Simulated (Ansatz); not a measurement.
# Starting-point dependence of the GW gap of NaI (Fm-3m)

How much of the starting functional survives in the G0W0 gap of NaI (Fm-3m)?

Method: G0W0 on several functionals, plane waves, PAW, in Ansatz 0.2.0.

In doubt: masses and optical values from hybrid runs of this build are listed as unsure (steps 3, 4), which bears on the screening that GW takes from such a start.

**1. Set-up**

It takes space group Fm-3m (No. 225, cubic). The conventional cell has a = 6.473 Å, b = 6.473 Å, c = 6.473 Å, α = 90.00°, β = 90.00°, γ = 90.00°. Nearest to Na lie 6 I at 3.24 Å. Nearest to I lie 6 Na at 3.24 Å. Farther neighbours and most contacts between anions are not listed.

The cell and positions come from the Crystallography Open Database and are kept as given unless a step says otherwise. Spin-orbit coupling is left out unless a step names it. The default PAW set here is soft_2. Its files were made with PBE.

**2. G0W0 on PBE**

G0W0 replaces the xc potential by the self-energy, built once from these orbitals. Only a window of levels is corrected, while the sums run over the empty bands that the input names.

This step: G0W0 on PBE, plane waves, PAW.

File input.yaml:

```yaml
crystal:
  lattice:
    - [0.0, 3.2364, 3.2364]
    - [3.2364, 0.0, 3.2364]
    - [3.2364, 3.2364, 0.0]
  atoms:
    - { symbol: Na, position: [0.0, 0.0, 0.0] }
    - { symbol: I, position: [0.5, 0.5, 0.5] }
kpoints:
  mp_grid: { grid: [4, 4, 4] }
hamiltonian:
  xc: pbe
scf:
  occupations: { method: fixed }
gw:
  n_empty_bands: 202
  ecut_chi: 120
  qp_bands: [v2, c2]
  qp_kpoints: band_edges
  screening: { model: contour_deformation }
```

Launch:

```console
$ ansatz run input.yaml --threads 3 --pin off --max-ram 92160MiB --backend cuda --events-out ev --progress --plain --runs-dir out --devices 1 --max-vram 13GiB
```

Numbers of over 12 decimals in the logs are rounded to 6 here.

Log:

```text
GPUs: using 1 of 1 available (devices: 1).
Engine: ansatz 0.2.0, x86_64-unknown-linux-gnu
Pseudopotentials: kind: paw
Pseudopotential: Na, paw, valence charge 9, recommended cutoff 420 eV (normal), Na.paw.azcp
Pseudopotential: I, paw, valence charge 17, recommended cutoff 420 eV (normal), I.paw.azcp
Functional definition: PBE
  parameter kappa = 0.804
  parameter beta = 0.066725
  exchange = pbe_x(kappa = kappa, mu = beta*pi^2/3)
  correlation = pbe_c(beta = beta)
device memory: the entry about to start is reckoned to put 1.0 GiB on a device that reports 39.6 GiB free (of which the cap on the GPU budget leaves the run 13.0 GiB)
GPU FFT provider: cuFFT
GPU libraries: cuBLAS 13.8.2, cuFFT 12.4.0, cuSOLVER 12.3.4
Crystal: 2 atoms, lattice volume = 67.798 Å³
Basis set: ecut = 420 eV, 1363 PW (Γ)
Bands: 17, of which v1, the nominal top of the filled ones, is band 13 counted from 1 (12 counted from 0)
Symmetry: 48 space group operations
Space group: Fm-3m (ITA 225), of the structure as read, at distance tolerance 4.1e-5 Å
k-points: 8 of 64
Non-local potential: Na, projectors of the file, l = 0: 3, l = 1: 2, l = 2: 1
Non-local potential: I, projectors of the file, l = 0: 2, l = 1: 2, l = 2: 2, l = 3: 2
PAW form: soft (Blöchl's): semilocal exchange-correlation on the pseudo side does not see the compensation charge
PAW one-centre angular grid: Na, 110 points (default); XC on 64 Gauss nodes
PAW one-centre angular grid: I, 590 points (default); XC on 64 Gauss nodes
Initial density: superposition of atomic densities (neutral atoms: chi_scale 0, normalization atom), corrected by the library's trained network
Initial wavefunctions: pseudopotential atomic-orbital guess
GPU buffer pool allocated for 32768 grid points (all kernels)
GPU transforms: local potential and band sums: pruned to the plane-wave sphere, on 30×32×32
Functional: x = pbe(κ = 0.804, μ = 0.219515), c = pbe(β = 0.066725)
SCF iter   1: F=—  HF=-9001.877174 eV  |F-HF|=—  |Δ(HF+E_count)|=         —  Δρ=6.27e-4  dr2=6.17e-4  ethr=1.77e-3  ⟨swp⟩=5.1  Hψ=604  notcnv=0  defer=12
preconditioner: auto → none  [insulator: Δε(μ)=3.642 eV  Ē_g=10.581 eV  n_scr=14 (ndim 8)  ℏωp=12.8 eV  f_vac=0.068  ε∞_Penn≈2.5]
SCF iter   2: F=—  HF=-9001.877373 eV  |F-HF|=—  |Δ(HF+E_count)|=   1.99e-4  Δρ=7.71e-4  dr2=9.48e-4  ethr=2.37e-6  ⟨swp⟩=2.5  Hψ=331  notcnv=0  defer=13
SCF iter   3: F=—  HF=-9001.877121 eV  |F-HF|=—  |Δ(HF+E_count)|=   2.52e-4  Δρ=4.29e-4  dr2=2.95e-4  ethr=2.37e-6  ⟨swp⟩=2.2  Hψ=197  notcnv=0  defer=12
SCF iter   4: F=—  HF=-9001.877052 eV  |F-HF|=—  |Δ(HF+E_count)|=   6.87e-5  Δρ=1.49e-4  dr2=3.42e-5  ethr=1.14e-6  ⟨swp⟩=2.0  Hψ=186  notcnv=0  defer=12
SCF iter   5: F=—  HF=-9001.877047 eV  |F-HF|=—  |Δ(HF+E_count)|=   5.15e-6  Δρ=5.30e-5  dr2=4.39e-6  ethr=1.32e-7  ⟨swp⟩=2.0  Hψ=167  notcnv=0  defer=11
SCF iter   6: F=—  HF=-9001.877046 eV  |F-HF|=—  |Δ(HF+E_count)|=   7.85e-7  Δρ=3.32e-5  dr2=1.87e-6  ethr=1.69e-8  ⟨swp⟩=1.0  Hψ=136  notcnv=0  defer=11
SCF iter   7: F=—  HF=-9001.877046 eV  |F-HF|=—  |Δ(HF+E_count)|=   4.25e-7  Δρ=1.64e-5  dr2=4.39e-7  ethr=7.20e-9  ⟨swp⟩=2.0  Hψ=160  notcnv=0  defer=11
SCF iter   8: F=-9001.877046 eV  HF=-9001.877046 eV  |F-HF|=6.03e-8  |Δ(HF+E_count)|=   1.11e-7  Δρ=7.16e-6  dr2=8.25e-8  ethr=3.85e-10  ⟨swp⟩=4.5  Hψ=562  notcnv=0
SCF 1 converged in 8 iterations: F = -9001.877046 eV  dr2 = 8.25e-8
  greatest PAW one-centre occupation: 0.999 electrons in one spin orbital (limit 2), on the Na atom at site 0 (counted from 0), in its partial waves of l = 0
device memory: the entry about to start is reckoned to put 1.4 GiB on a device that reports 38.2 GiB free (of which the cap on the GPU budget leaves the run 13.0 GiB)
NSCF: frozen V_eff on 8 k-points
the band table was solved once the SCF had ended and its energy, with any forces and stress, was formed, with the checks that follow a solve (833 applications of the Hamiltonian). They found nothing against the state; the energy, forces and stress were not computed again (output.eigenvalues in the input reference)
device memory: the entry about to start is reckoned to put 3.9 GiB on a device that reports 38.2 GiB free (of which the cap on the GPU budget leaves the run 13.0 GiB)
NSCF: frozen V_eff on 8 k-points
G₀W₀ screening: q 1/8
[... further progress lines ...]
device memory: the entry about to start is reckoned to put 0.3 GiB on a device that reports 34.7 GiB free (of which the cap on the GPU budget leaves the run 13.0 GiB)
NSCF: frozen V_eff on 1 k-points
SCF converged after 8 iterations
Free energy (F): -9001.877046 eV
Harris-Foulkes:  -9001.877046 eV  (|F-HF|=6.03e-8)
Internal energy: -9001.877046 eV  (E = F + TS)
E sigma→0 (E₀):  -9001.877046 eV
Fermi energy:    3.038382 eV
--- Per-component energies (eV) ---
  E_band       = -614.303695
  E_kinetic    = 309.846870
  E_local      = -3350.365093  (includes V_loc(G=0)·N_el)
  E_nonlocal   = 24.987425
  E_hartree    = 1519.190478
  E_xc         = -167.312781
  E_vxc        = -179.054364  (∫ρ·V_xc dr)
  E_paw        = -5080.373786  (= ΣΔE_a)
  E_vpaw       = -458.114873  (= ΣTr[D̂ρ^β])
  E_aug_tail   = -0.000041  (compensation charges beyond the density's cutoff)
  E_ewald      = -2257.850118
  E_smearing   = -0.000000  (= −TS)
  E_closure    = 0.000000  (closes the sum)
  Σ components = -9001.877046   (vs F -9001.877046, Δ=0.00e0)
--- Band table (eV; the first three rows and the last of 8) ---
  k-point 0: bands = [... 9 lower, -7.9769, 3.0384, 3.0384, 3.0384, 6.6804, 10.9971, 10.9971, 10.9971]
  k-point 1: bands = [... 9 lower, -7.8268, 1.7488, 2.8918, 2.8918, 7.9672, 10.5540, 11.0290, 11.0290]
  k-point 2: bands = [... 9 lower, -7.6643, 0.8599, 2.7576, 2.7576, 8.1358, 10.5021, 10.5021, 11.7694]
  k-point 7: bands = [... 9 lower, -7.5788, 1.6331, 1.6331, 2.1075, 8.8669, 10.5348, 10.5348, 10.9589]
--- G₀W₀: contour deformation, 6 samples at zero and on the imaginary axis and 2 off it, 64 q-points, 202 empty bands' worth ---
  eigenvalues of the whole cell's RPA ε∞ on this k-mesh (on a slab, of 1 + 4πα/V) = 3.2079, 3.2079, 3.2079; static W/v taken at q = 0 is 0.311730
  bands read: the sum over 215 bands ends inside a degenerate multiplet in 1 slot, whose members it reads at an even weight; the widest, k=0: bands 215 to 217 (counted from 1) at 1/3 each
  gw.qp_kpoints: band_edges: 6 of 8 stored k-points solved, in 1 pass; an edge of the gap read off the rows below is read off those points alone
    valence top: of the k-points left out ik 4 came nearest to being solved in a further pass, in band 13 (counted from 1, as in the quasiparticle table): it holds the edge there only if its correction is more favourable than any solved in that band by at least 0.527 eV; those differ by 0.089 eV
    conduction bottom: of the k-points left out ik 4 came nearest to being solved in a further pass, in band 14 (counted from 1, as in the quasiparticle table): it holds the edge there only if its correction is more favourable than any solved in that band by at least 1.777 eV; those differ by 0.177 eV
    ik  band        ε_KS         Σx   Σc(E_QP)       V_xc       Z   E_QP_lin       E_QP  E_QP is
     0    12      3.0384   -17.5614     1.5839   -14.5415  0.7917     1.5714     1.6023  root
     0    13      3.0384   -17.5614     1.5839   -14.5415  0.7917     1.5714     1.6023  root
     0    14      6.6804    -5.2755    -3.2773    -9.0709  0.8329     7.2013     7.1984  root
     0    15     10.9971    -3.7357    -3.5451    -7.8644  0.8151    11.5857    11.5808  root
     1    12      2.8918   -17.3718     1.6228   -14.2929  0.7906     1.4032     1.4358  root
     1    13      2.8918   -17.3718     1.6228   -14.2929  0.7906     1.4032     1.4358  root
     1    14      7.9672    -5.3843    -3.3485    -9.2668  0.8263     8.5044     8.5012  root
     1    15     10.5540    -4.8221    -3.6440    -9.0453  0.8091    11.1385    11.1332  root
     2    12      2.7576   -17.2274     1.6653   -14.0867  0.7893     1.2479     1.2822  root
     2    13      2.7576   -17.2274     1.6653   -14.0867  0.7893     1.2479     1.2822  root
     2    14      8.1358    -4.2489    -3.2319    -7.9347  0.8287     8.5920     8.5897  root
     2    15     10.5021    -4.4203    -3.5151    -8.6039  0.8150    11.1770    11.1706  root
     3    12      2.6344   -17.0969     1.6958   -13.9170  0.7886     1.1150     1.1503  root
     3    13      2.6344   -17.0969     1.6958   -13.9170  0.7886     1.1150     1.1503  root
     3    14      8.3204    -5.7752    -3.4324    -9.8385  0.8228     8.9561     8.9513  root
     3    15      9.4037    -3.2997    -3.3129    -7.0489  0.8241     9.8424     9.8400  root
     5    12      2.0733   -16.3988     1.8469   -13.0139  0.7839     0.4936     0.5353  root
     5    13      2.7507   -17.2040     1.6608   -14.0693  0.7894     1.2426     1.2768  root
     5    14      9.2574    -4.5379    -3.4321    -8.5071  0.8211     9.7982     9.7944  root
     5    15      9.8910    -5.7419    -3.7095   -10.2007  0.8104    10.6489    10.6403  root
     6    12      2.2948   -16.8329     1.8093   -13.4981  0.7853     0.7297     0.7693  root
     6    13      2.2948   -16.8329     1.8093   -13.4981  0.7853     0.7297     0.7693  root
     6    14      7.5352    -4.5127    -3.2362    -8.3657  0.8294     8.1563     8.1520  root
     6    15      8.6040    -3.3381    -3.1690    -6.9037  0.8284     9.0024     9.0006  root
```

Elapsed: 7.7 s, on 1 × NVIDIA H100 80GB HBM3 (shared by 6 runs) with 3 threads of AMD EPYC 7R13 (Zen 3), shared host; peak memory 1.1 GiB.

This step gave:

```yaml
bands_summed: 215
rpa_eps_infinity_on_this_mesh_eigenvalues: 3.208, 3.208, 3.208
plane_waves_in_the_screening_matrix: 181
q_points_in_the_mesh: 64
g0w0_gap_on_the_mesh: 5.596 eV
k_of_the_valence_top: 0, 0, 0
k_of_the_conduction_bottom: 0, 0, 0
starting_gap_on_the_mesh: 3.642 eV
z_at_the_valence_top: 0.7917
z_at_the_conduction_bottom: 0.8329
least_direct_g0w0_gap_on_the_computed_points: 5.596 eV
```

The gap on the mesh goes from 3.64 eV to 5.60 eV, a correction of +1.95 eV. Between the two edge states, bare exchange in place of the xc potential would open the gap by 6.82 eV, and correlation takes back 4.86 eV.

**3. G0W0 on HSE06**

The same correction from a different start measures what one shot leaves open.

This step: G0W0 on HSE06, plane waves, PAW.

Edit input.yaml of step 2 so:

```diff
@@ -11,3 +11,3 @@
 hamiltonian:
-  xc: pbe
+  xc: hse06
 scf:
```

Log:

```text
GPUs: using 1 of 1 available (devices: 1).
[...]
davidson cushion auto → on  (no smearing: the cushion is to keep the highest requested band from converging to the state above it; pin scf.eigensolver.cushion to override)
[...]
GPU FFT provider: cuFFT
GPU libraries: cuBLAS 13.8.2, cuFFT 12.4.0, cuSOLVER 12.3.4
Crystal: 2 atoms, lattice volume = 67.798 Å³
Basis set: ecut = 420 eV, 1363 PW (Γ)
Bands: 17, of which v1, the nominal top of the filled ones, is band 13 counted from 1 (12 counted from 0)
Symmetry: 48 space group operations
[...]
k-points: 8 of 64
[...]
GPU buffer pool allocated for 32768 grid points (all kernels)
[...]
SCF iter   1: F=—  HF=-9001.876697 eV  |F-HF|=—  |Δ(HF+E_count)|=         —  Δρ=4.09e-4  dr2=1.53e-4  ethr=1.77e-3  ⟨swp⟩=2.0  Hψ=921  notcnv=0
[...]
SCF iter   2: F=-9001.876764 eV  HF=-9001.876734 eV  |F-HF|=3.02e-5  |Δ(HF+E_count)|=   3.67e-5  Δρ=1.00e-4  dr2=2.76e-6  ethr=1.07e-8  ⟨swp⟩=3.6  Hψ=817  notcnv=0  defer=2
SCF 1 stopped early in 2 iterations: F = -9001.876764 eV  dr2 = 2.76e-6
[...]
GPU FFT provider: cuFFT
GPU libraries: cuBLAS 13.8.2, cuFFT 12.4.0, cuSOLVER 12.3.4
[...]
GPU buffer pool allocated for 32768 grid points (all kernels)
[...]
Free energy (F): -9006.879621 eV
Frozen-core exchange: fock
[...]
Internal energy: -9006.879621 eV  (E = F + TS)
E sigma→0 (E₀):  -9006.879621 eV
Fermi energy:    2.335557 eV
[...]
--- Band table (eV; the first three rows and the last of 8) ---
  k-point 0: bands = [... 9 lower, -9.6119, 2.3356, 2.3356, 2.3356, 7.0113, 11.3558]
  k-point 1: bands = [... 9 lower, -9.4405, 0.9837, 2.1774, 2.1774, 8.2951, 10.9306]
  k-point 2: bands = [... 9 lower, -9.2539, 0.0054, 2.0314, 2.0314, 8.4083, 10.8802]
  k-point 7: bands = [... 9 lower, -9.1540, 0.8258, 0.8258, 1.3551, 9.2511, 10.8705]
  guard bands above this table: 2 of the run's 17 bands. The solve was not asked for them (output.publish_guard_bands: true or output.eigenvalues: true publishes all)
[...]
0    12      2.3356   -17.5603     1.3236   -15.2203  0.8185     1.3085     1.3192  root
     0    13      2.3356   -17.5603     1.3236   -15.2203  0.8185     1.3085     1.3192  root
     0    14      7.0113    -5.1207    -3.1357    -8.6764  0.8537     7.4327     7.4313  root
     0    15     11.3558    -3.6551    -3.3002    -7.4184  0.8397    11.8211    11.8189  root
     1    12      2.1774   -17.3788     1.3553   -14.9928  0.8176     1.1355     1.1467  root
     1    13      2.1774   -17.3788     1.3553   -14.9928  0.8176     1.1355     1.1467  root
     1    14      8.2951    -5.1184    -3.1803    -8.7306  0.8483     8.7287     8.7271  root
     1    15     10.9306    -4.6507    -3.4072    -8.5037  0.8341    11.3787    11.3765  root
[...]
6    12      1.5324   -16.8557     1.5075   -14.2721  0.8132     0.4429     0.4564  root
     6    13      1.5324   -16.8557     1.5075   -14.2721  0.8132     0.4429     0.4564  root
     6    14      7.8660    -4.3602    -3.0530    -7.9303  0.8512     8.3853     8.3831  root
     6    15      8.8341    -3.2557    -2.9879    -6.6006  0.8502     9.1921     9.1910  root
```

Elapsed: 25 s, on 1 × NVIDIA H100 80GB HBM3 (shared by 6 runs) with 3 threads; peak memory 1.2 GiB; 18 s of CPU time.

This step gave:

| Quantity | Value |
| --- | --- |
| bands summed | 215 |
| RPA ε∞ on this mesh (eigenvalues) | 2.796, 2.796, 2.796 |
| plane waves in the screening matrix | 181 |
| q-points in the mesh | 64 |
| G0W0 gap on the mesh | 6.112 eV |
| k of the valence top | 0, 0, 0 |
| k of the conduction bottom | 0, 0, 0 |
| starting gap on the mesh | 4.676 eV |
| Z at the valence top | 0.8185 |
| Z at the conduction bottom | 0.8537 |
| least direct G0W0 gap on the computed points | 6.112 eV |

Against the run with 4×4×4 mesh, 202 empty bands, screening to 120 eV on PBE, the gap moves by +0.52 eV, while the start moved by +1.03 eV.

**4. G0W0 on PBE0**

This step: G0W0 on PBE0, plane waves, PAW.

Edit input.yaml of step 3 so:

```diff
@@ -11,3 +11,3 @@
 hamiltonian:
-  xc: hse06
+  xc: pbe0
 scf:
```

Log:

```text
GPUs: using 1 of 1 available (devices: 1).
[...]
GPU FFT provider: cuFFT
GPU libraries: cuBLAS 13.8.2, cuFFT 12.4.0, cuSOLVER 12.3.4
Crystal: 2 atoms, lattice volume = 67.798 Å³
Basis set: ecut = 420 eV, 1363 PW (Γ)
Bands: 17, of which v1, the nominal top of the filled ones, is band 13 counted from 1 (12 counted from 0)
Symmetry: 48 space group operations
[...]
k-points: 8 of 64
[...]
1    14      8.6158    -5.1094    -3.0792    -8.3977  0.8585     8.8252     8.8249  root
     1    15     11.2771    -4.6384    -3.2858    -8.1392  0.8459    11.4926    11.4921  root
[...]
6    12      1.1427   -16.8442     1.3824   -14.6416  0.8261     0.3161     0.3225  root
     6    13      1.1427   -16.8442     1.3824   -14.6416  0.8261     0.3161     0.3225  root
     6    14      8.2036    -4.3549    -2.9519    -7.5869  0.8612     8.4842     8.4837  root
     6    15      9.1538    -3.2460    -2.8876    -6.2663  0.8603     9.2865     9.2864  root
[key lines of the parts left out:]
Free energy (F): -9006.141742 eV
Fermi energy:    1.963834 eV
```

The job ended after 32 s (1 × NVIDIA H100 80GB HBM3 (shared by 6 runs) with 3 threads; peak memory 1.2 GiB).

Numbers from this step:

* bands summed: 215
* RPA ε∞ on this mesh (eigenvalues): 2.661, 2.661, 2.661
* plane waves in the screening matrix: 181
* G0W0 gap on the mesh: 6.327 eV
* k of the valence top: 0, 0, 0
* k of the conduction bottom: 0, 0, 0
* starting gap on the mesh: 5.352 eV
* least direct G0W0 gap on the computed points: 6.327 eV

Against the run with 4×4×4 mesh, 202 empty bands, screening to 120 eV on HSE06, the gap moves by +0.21 eV, while the start moved by +0.68 eV.

**5. The starts together**

All on the 4×4×4 mesh with 202 empty bands and screening to 120 eV. Times are wall times on 1 × NVIDIA H100 80GB HBM3 (shared by 6 runs) with 3 threads of AMD EPYC 7R13 (Zen 3), shared host, good to a factor of about two.

```
start  starting gap (eV)  shift (eV)  G0W0 gap (eV)  RPA ε∞ (harmonic mean)  Z (valence, conduction)   time
  PBE               3.64       +1.95           5.60                    3.21               0.79, 0.83  7.7 s
HSE06               4.68       +1.44           6.11                    2.80               0.82, 0.85   25 s
 PBE0               5.35       +0.97           6.33                    2.66               0.83, 0.86   32 s
```

The parts of the quasiparticle energy at the two band edges (eV; QP = start + Σx + Σc − Vxc):

```
  run               edge  start      Σx     Σc     Vxc     Z    QP
  PBE        valence top   3.04  -17.56   1.58  -14.54  0.79  1.60
  PBE  conduction bottom   6.68   -5.28  -3.28   -9.07  0.83  7.20
HSE06        valence top   2.34  -17.56   1.32  -15.22  0.82  1.32
HSE06  conduction bottom   7.01   -5.12  -3.14   -8.68  0.85  7.43
 PBE0        valence top   1.96  -17.55   1.21  -15.57  0.83  1.20
 PBE0  conduction bottom   7.32   -5.13  -3.04   -8.38  0.86  7.52
```

For a hybrid start, Vxc holds its share of exact exchange.

**6. Summary of results**

```json
{"G0W0@PBE": "5.60 eV (start 3.64 eV)", "G0W0@HSE06": "6.11 eV (start 4.68 eV)", "G0W0@PBE0": "6.33 eV (start 5.35 eV)", "known limits": "not at the basis limit; no spin-orbit coupling"}
```

In words: The starting gaps span 1.71 eV and the G0W0 gaps 0.73 eV. Between PBE and PBE0, 0.73 eV of the 1.71 eV survives, 43 %. PBE0 screens less than PBE (ε∞ 2.66 against 3.21). Of the 0.73 eV by which its G0W0 gap is higher, the correlation part gives +0.61 eV, and exchange with the one-particle terms, which follow the orbitals, +0.12 eV. The smallest correction, +0.97 eV, is on PBE0, the start nearest to reproducing itself. Bands and cutoff are finite, so the gap is not at the basis limit. The miss can reach some tenths of an eV and take either sign; the mesh is an error of its own. The many-body steps are scalar-relativistic: spin-orbit coupling is not in them.

[Paths, hosts, dates, memory and timing lines, banners, echoed tables and standing remarks are left out of the program output.]

[Logs are printed without paths, hosts, clocks, repeated set-up lines and the standing remarks that a program may print on its own settings, such as how far it seeks lower states.]

[Runs of the session that timed out or met a known fault of the program may be left out.]

[Cells called generated may have been cut or substituted from an entry of the Crystallography Open Database or the Materials Project.]

[Hosts, paths, dates, database ids (printed as entryN), source tags and the programs' standing remarks are cut or masked in the printed files.]
